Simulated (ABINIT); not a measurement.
# How the form of the self-energy moves the gap of LiCl (Fm-3m)

How much does the gap of LiCl (Fm-3m) depend on the approximation to the self-energy?

Method: PBE and many-body steps on it, plane waves, in ABINIT 10.8.3.

This is a report of a sequence of runs, with most program output left out.

### Step 1. The structure

Symmetry: Fm-3m, No. 225, cubic system. The conventional cell has a = 5.143 Å, b = 5.143 Å, c = 5.143 Å, α = 90.00°, β = 90.00°, γ = 90.00°. Nearest to Li lie 6 Cl at 2.57 Å. Nearest to Cl lie 6 Li at 2.57 Å. Farther neighbours and most contacts between anions are not listed.

The cell and positions come from the Crystallography Open Database and are kept as given unless a step says otherwise.

### Step 2. Empty states on the mesh, 6×6×6 mesh, 300 bands

This step: ABINIT 10.8.3; DFT, PBE, plane waves, norm-conserving pseudopotentials.

The sums over transitions need many empty states on a uniform mesh; this step solves for them.

Contents of run.abi:

```
acell 3*1.0 Angstrom
rprim 
  0.000000000000 2.571500000000 2.571500000000
  2.571500000000 0.000000000000 2.571500000000
  2.571500000000 2.571500000000 -0.000000000000
ntypat 2
znucl 3 17
natom 2
typat 1 2
xred 
  0.000000000000 0.000000000000 0.000000000000
  0.500000000000 0.500000000000 0.500000000000
pp_dirpath "pseudos"
pseudos "Li.upf, Cl.upf"
ecut 33
ngkpt 6 6 6
nshiftk 1
shiftk 0 0 0
kptopt 1
chksymbreak 0
irdden 1
istwfk *1
nband 300
prtvol 0
optdriver 6
gwr_task "HDIAGO"
paral_kgb 0
occopt 1
indata_prefix "in"
outdata_prefix "out"
tmpdata_prefix "tmp"
```

Started as:

```sh
OMP_NUM_THREADS=1 mpirun -n 4 abinit run.abi > log
```

It took 35 s on 4 MPI ranks of Arm Neoverse V1, shared host; peak memory 1.2 GiB.

This step gave:

- gap: 6.285 eV
- k of the valence top: 0, 0, 0
- k of the conduction bottom: 0, 0, 0
- least direct gap: 6.285 eV
- k points computed: 16
- lowest point of the top converged band, above the valence top: 227.1407 eV

On this mesh the gap is 6.285 eV.

The density comes from a self-consistent run that is not shown.

### Step 3. Screening, 6×6×6 mesh, 292 bands, screening to 304.8 eV

The RPA dielectric matrix is built and inverted for each q.

This step: RPA screening on PBE, plane waves, norm-conserving pseudopotentials.

run.abi, as its differences from that of step 2:

```diff
@@ -20,10 +20,11 @@
 chksymbreak 0
-irdden 1
 istwfk *1
-nband 300
-prtvol 0
-optdriver 6
-gwr_task "HDIAGO"
-paral_kgb 0
 occopt 1
+irdwfk 1
+optdriver 3
+nband 292
+ecuteps 11.2
+inclvkb 2
+awtr 1
+symchi 1
 indata_prefix "in"
```

The job ended after 5.9 min (4 MPI ranks; peak memory 2.3 GiB).

This step gave:

| Item | Value |
| --- | --- |
| ε∞ with local fields, on this mesh, along the program's q direction | 2.754 |
| the same without local fields | 3.252 |
| plasma frequency | 20.14 eV |
| plane waves in the screening matrix | 411 |

Local fields lower ε∞ by 15 %.

### Step 4. G0W0, Godby-Needs plasmon pole

The self-energy is evaluated for the states that the input lists, and the levels follow from it, in one-shot runs by the linearised quasiparticle equation.

This step: G0W0 on PBE, plane waves, norm-conserving pseudopotentials.

run.abi, as its differences from that of step 3:

```diff
@@ -23,8 +23,15 @@
 irdwfk 1
-optdriver 3
+optdriver 4
 nband 292
+gwcalctyp 0
+ecutsigx 33
+symsigma 1
+nkptgw 1
+kptgw 
+  0.0000000000 0.0000000000 0.0000000000
+bdgw 
+  3 9
 ecuteps 11.2
-inclvkb 2
-awtr 1
-symchi 1
+irdscr 1
+ppmodel 1
 indata_prefix "in"
```

Wall time 66 s (4 MPI ranks); peak memory 2.5 GiB; 4.4 min of CPU time.

This step gave:

- G0W0 gap on the points computed: 9.039 eV
- starting gap on the mesh: 6.285 eV
- k of the valence top: 0, 0, 0
- k of the conduction bottom: 0, 0, 0
- Z at the valence top: 0.802
- Z at the conduction bottom: 0.846
- least direct G0W0 gap on the computed points: 9.039 eV

The gap on the mesh goes from 6.28 eV to 9.04 eV, a correction of +2.75 eV.

### Step 5. G0W0, Hybertsen-Louie plasmon pole

run.abi, as its differences from that of step 4:

```diff
@@ -35,3 +35,3 @@
 irdscr 1
-ppmodel 1
+ppmodel 2
 indata_prefix "in"
```

It took 65 s on 4 MPI ranks; peak memory 2.4 GiB; 4.3 min of CPU time.

This step gave:

```
G0W0 gap on the points computed              : 9.324 eV
starting gap on the mesh                     : 6.285 eV
k of the valence top                         : 0, 0, 0
k of the conduction bottom                   : 0, 0, 0
Z at the valence top                         : 0.836
Z at the conduction bottom                   : 0.874
least direct G0W0 gap on the computed points : 9.324 eV
```

Against G0W0 in ABINIT (6×6×6 mesh, 292 bands, screening to 304.8 eV, Godby-Needs plasmon pole), the gap moves by +0.285 eV.

### Step 6. G0W0, von der Linden-Horsch plasmon pole

run.abi, as its differences from that of step 5:

```diff
@@ -35,3 +35,3 @@
 irdscr 1
-ppmodel 2
+ppmodel 3
 indata_prefix "in"
```

Elapsed: 27 s, on 4 MPI ranks; peak memory 2 GiB; 1.8 min of CPU time.

Numbers from this step:

```yaml
g0w0_gap_on_the_points_computed: 9.294 eV
starting_gap_on_the_mesh: 6.285 eV
k_of_the_valence_top: 0, 0, 0
k_of_the_conduction_bottom: 0, 0, 0
least_direct_g0w0_gap_on_the_computed_points: 9.294 eV
```

Against G0W0 in ABINIT (6×6×6 mesh, 292 bands, screening to 304.8 eV, Godby-Needs plasmon pole), the gap moves by +0.255 eV.

### Step 7. G0W0, Engel-Farid plasmon pole

run.abi, as its differences from that of step 6:

```diff
@@ -35,3 +35,3 @@
 irdscr 1
-ppmodel 3
+ppmodel 4
 indata_prefix "in"
```

It took 27 s on 4 MPI ranks; peak memory 2 GiB.

Numbers from this step:

```
G0W0 gap on the points computed              : 9.242 eV
starting gap on the mesh                     : 6.285 eV
k of the valence top                         : 0, 0, 0
k of the conduction bottom                   : 0, 0, 0
least direct G0W0 gap on the computed points : 9.242 eV
```

Against G0W0 in ABINIT (6×6×6 mesh, 292 bands, screening to 304.8 eV, Godby-Needs plasmon pole), the gap moves by +0.203 eV.

### Step 8. One-shot Hartree-Fock

This step: one-shot Hartree-Fock on PBE, plane waves, norm-conserving pseudopotentials.

run.abi, as its differences from that of step 7:

```diff
@@ -24,4 +24,4 @@
 optdriver 4
-nband 292
-gwcalctyp 0
+nband 9
+gwcalctyp 5
 ecutsigx 33
@@ -33,5 +33,4 @@
   3 9
-ecuteps 11.2
-irdscr 1
-ppmodel 4
+ixc_sigma 40
+fftgw 31
 indata_prefix "in"
```

It took 2.1 s on 4 MPI ranks; peak memory 0.16 GiB.

Numbers from this step:

- quasiparticle gap on the points computed: 15.06 eV
- starting gap on the mesh: 6.285 eV
- k of the valence top: 0, 0, 0
- k of the conduction bottom: 0, 0, 0
- least direct quasiparticle gap on the computed points: 15.06 eV

Against G0W0 in ABINIT (6×6×6 mesh, 292 bands, screening to 304.8 eV, Godby-Needs plasmon pole), the gap moves by +6.019 eV.

### Step 9. Screening, 6×6×6 mesh, 292 bands, screening to 304.8 eV

This step: RPA screening on PBE, plane waves, norm-conserving pseudopotentials.

run.abi, as its differences from that of step 8:

```diff
@@ -23,14 +23,14 @@
 irdwfk 1
-optdriver 4
-nband 9
-gwcalctyp 5
-ecutsigx 33
-symsigma 1
-nkptgw 1
-kptgw 
-  0.0000000000 0.0000000000 0.0000000000
-bdgw 
-  3 9
-ixc_sigma 40
-fftgw 31
+optdriver 3
+nband 292
+ecuteps 11.2
+inclvkb 2
+awtr 1
+symchi 1
+gwcalctyp 2
+nfreqre 16
+freqremax 40 eV
+nfreqim 8
+spmeth 1
+nomegasf 120
 indata_prefix "in"
```

Wall time 17 min (4 MPI ranks); peak memory 3 GiB; 67 min of CPU time.

Numbers from this step:

- ε∞ with local fields, on this mesh, along the program's q direction: 2.789
- the same without local fields: 3.300
- plasma frequency: 20.14 eV
- plane waves in the screening matrix: 411

### Step 10. G0W0, contour deformation

This step: G0W0 on PBE, plane waves, norm-conserving pseudopotentials.

run.abi, as its differences from that of step 9:

```diff
@@ -23,14 +23,15 @@
 irdwfk 1
-optdriver 3
+optdriver 4
 nband 292
+gwcalctyp 2
+ecutsigx 33
+symsigma 1
+nkptgw 1
+kptgw 
+  0.0000000000 0.0000000000 0.0000000000
+bdgw 
+  3 9
 ecuteps 11.2
-inclvkb 2
-awtr 1
-symchi 1
-gwcalctyp 2
-nfreqre 16
-freqremax 40 eV
-nfreqim 8
-spmeth 1
-nomegasf 120
+irdscr 1
+gwmem 01
 indata_prefix "in"
```

Wall time 41 s (4 MPI ranks); peak memory 2 GiB.

This step gave:

| Property | Result |
| --- | --- |
| G0W0 gap on the points computed | 9.003 eV |
| starting gap on the mesh | 6.285 eV |
| k of the valence top | 0, 0, 0 |
| k of the conduction bottom | 0, 0, 0 |
| least direct G0W0 gap on the computed points | 9.003 eV |

Against G0W0 in ABINIT (6×6×6 mesh, 292 bands, screening to 304.8 eV, Godby-Needs plasmon pole), the gap moves by −0.036 eV.

### Step 11. Screening, 6×6×6 mesh, 292 bands, screening to 304.8 eV

This step: RPA screening on PBE, plane waves, norm-conserving pseudopotentials.

run.abi, as its differences from that of step 10:

```diff
@@ -23,15 +23,11 @@
 irdwfk 1
-optdriver 4
+optdriver 3
 nband 292
-gwcalctyp 2
-ecutsigx 33
-symsigma 1
-nkptgw 1
-kptgw 
-  0.0000000000 0.0000000000 0.0000000000
-bdgw 
-  3 9
 ecuteps 11.2
-irdscr 1
-gwmem 01
+inclvkb 2
+awtr 1
+symchi 1
+gwcalctyp 1
+nfreqre 0
+nfreqim 16
 indata_prefix "in"
```

The job ended after 35 min (4 MPI ranks; peak memory 2.4 GiB).

Numbers from this step:

| Property | Result |
| --- | --- |
| ε∞ with local fields, on this mesh, along the program's q direction | 2.754 |
| the same without local fields | 3.252 |
| plasma frequency | 20.14 eV |
| plane waves in the screening matrix | 411 |

### Step 12. G0W0, analytic continuation

This step: G0W0 on PBE, plane waves, norm-conserving pseudopotentials.

run.abi, as its differences from that of step 11:

```diff
@@ -23,11 +23,16 @@
 irdwfk 1
-optdriver 3
+optdriver 4
 nband 292
+gwcalctyp 1
+ecutsigx 33
+symsigma 1
+nkptgw 1
+kptgw 
+  0.0000000000 0.0000000000 0.0000000000
+bdgw 
+  3 9
 ecuteps 11.2
-inclvkb 2
-awtr 1
-symchi 1
-gwcalctyp 1
-nfreqre 0
-nfreqim 16
+irdscr 1
+nomegasi 12
+omegasimax 25 eV
 indata_prefix "in"
```

Run time: 37 s. Hardware: 4 MPI ranks; peak memory 3.3 GiB.

This step gave:

| Property | Result |
| --- | --- |
| G0W0 gap on the points computed | 9.026 eV |
| starting gap on the mesh | 6.285 eV |
| k of the valence top | 0, 0, 0 |
| k of the conduction bottom | 0, 0, 0 |
| least direct G0W0 gap on the computed points | 9.026 eV |

Against G0W0 in ABINIT (6×6×6 mesh, 292 bands, screening to 304.8 eV, Godby-Needs plasmon pole), the gap moves by −0.013 eV.

### Step 13. The runs together

Times are wall times on 4 MPI ranks of Arm Neoverse V1, shared host, good to a factor of about two. A run's time includes the screening step that it read.

```csv
run,mesh,bands,screening cutoff (eV),DFT gap (eV),gap on the mesh (eV),direct (eV),ε∞ used,time
"G0W0, Godby-Needs plasmon pole",6×6×6,292,304.8,6.285,9.039,9.039,2.75,7 min
"G0W0, Hybertsen-Louie plasmon pole",6×6×6,292,304.8,6.285,9.324,9.324,2.75,6.9 min
"G0W0, von der Linden-Horsch plasmon pole",6×6×6,292,304.8,6.285,9.294,9.294,2.75,6.3 min
"G0W0, Engel-Farid plasmon pole",6×6×6,292,304.8,6.285,9.242,9.242,2.75,6.3 min
one-shot Hartree-Fock,6×6×6,-,-,6.285,15.058,15.058,-,2.1 s
"G0W0, contour deformation",6×6×6,292,304.8,6.285,9.003,9.003,2.79,17 min
"G0W0, analytic continuation",6×6×6,292,304.8,6.285,9.026,9.026,2.75,36 min
```

### Step 14. Outcome

| Property | Result |
| --- | --- |
| G0W0, Godby-Needs plasmon pole | 9.039 eV |
| G0W0, Hybertsen-Louie plasmon pole | 9.324 eV |
| G0W0, von der Linden-Horsch plasmon pole | 9.294 eV |
| G0W0, Engel-Farid plasmon pole | 9.242 eV |
| one-shot Hartree-Fock | 15.058 eV |
| G0W0, contour deformation | 9.003 eV |
| G0W0, analytic continuation | 9.026 eV |
| known limits | not at the basis limit |

What this shows: G0W0, Hybertsen-Louie plasmon pole: +0.285 eV against G0W0, Godby-Needs plasmon pole. G0W0, von der Linden-Horsch plasmon pole: +0.255 eV against G0W0, Godby-Needs plasmon pole. G0W0, Engel-Farid plasmon pole: +0.203 eV against G0W0, Godby-Needs plasmon pole. One-shot Hartree-Fock: +6.019 eV against G0W0, Godby-Needs plasmon pole. G0W0, contour deformation: −0.036 eV against G0W0, Godby-Needs plasmon pole. G0W0, analytic continuation: −0.013 eV against G0W0, Godby-Needs plasmon pole. Bare exchange alone opens the gap to 15.06 eV; against G0W0, correlation takes back 6.02 eV. Bands and cutoff are finite, so the gap is not at the basis limit. The miss can reach some tenths of an eV and take either sign; the mesh is an error of its own. In the G0W0 runs levels were corrected at 1 k point alone, so a gap called «on the mesh» is the least over those, and an edge elsewhere would be missed.

[Paths, hosts, dates, memory and timing lines, banners, echoed tables and standing remarks are left out of the program output.]

[Logs are printed without paths, hosts, clocks, repeated set-up lines and the standing remarks that a program may print on its own settings, such as how far it seeks lower states.]

[Runs of the session that timed out or met a known fault of the program may be left out.]

[Hosts, paths, dates, database ids (printed as entryN), source tags and the programs' standing remarks are cut or masked in the printed files.]

[G0W0 gaps are taken among the corrected bands and points alone; a level outside them can change the order at an edge.]

[Where Ansatz stands beside ABINIT at settings called matched, ABINIT's density can come from a denser mesh and the files from another edition; pairs whose starting gaps differed by over 0.03 eV were left out, so agreement reads better than it is.]
